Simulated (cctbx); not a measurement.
## Symmetry from intensities

Cell: a = 8.8940 Å, b = 8.8940 Å, c = 16.5750 Å, α = 90.00°, β = 90.00°, γ = 120.00°. Expected content of the cell: Pr27 Co18.

Simulated single-crystal data (cctbx): Ag Kα, λ = 0.56087 Å, to d = 0.84 Å, 70 % of the full sphere, strongest reflection 70000 counts, noise from counting, a 6 % proportional error and a noise floor of 8 counts (s.d.); no absorption.

Tests on the unmerged data give:

```text
5691 reflections to d = 0.840 A
centring   violations  <I/sigma> of those
    A        852 of  2809      4.5
    B        853 of  2793      4.6
    C        877 of  2846      4.6
    I        867 of  2846      4.5
    R          0 of  3791     -0.0
    F       1291 of  4224      4.6
Laue class    unique    Rint  (classes that these axes allow; Friedel mates merged)
R -3 :H           447   0.045
R -3 m :H         272   0.470
space group    extra absences  I>4sigma  <I/sigma>
R 3 :H                  0          0         -  acentric
R -3 :H                 0          0         -  centric
Wilson B = 0.27 A^2   <|E^2-1|> = 0.927 (0.968 centric, 0.736 acentric)   E^2>4: 5.5 %
shell (A)         n   <I/sigma>
 6.99 - 1.67     61     27.3
 1.67 - 1.33     54     26.8
 1.33 - 1.16     56     26.8
 1.16 - 1.06     56     25.1
 1.06 - 0.98     51     24.5
 0.98 - 0.92     52     26.0
 0.92 - 0.88     61     25.4
 0.88 - 0.84     56     27.1
```

Q: Read the symmetry from these tables.

The reflections that R centring forbids are absent (⟨I/σ⟩ near 0), so the lattice is R.

Rint stays low (0.045) up to R -3 :H and is 0.470 or more in the other classes.

2 settings pass the absence test. No glide or screw absences show, which leaves R 3 and R -3.

⟨|E²−1|⟩ = 0.927 leans to a centrosymmetric structure. The Wilson B of 0.27 Å² means U ≈ 0.0034 Å².

The true group is R-3 (no. 148), Laue class -3, centrosymmetric. The tables only narrow the choice to the tied entries; cell content, site symmetry and trial solutions must settle it.

The model is made up (kin elements in a known structure type, no relaxation), so it says nothing on whether the phase exists.

[Logs are printed without paths, hosts, clocks, repeated set-up lines and the standing remarks that a program may print on its own settings, such as how far it seeks lower states.]
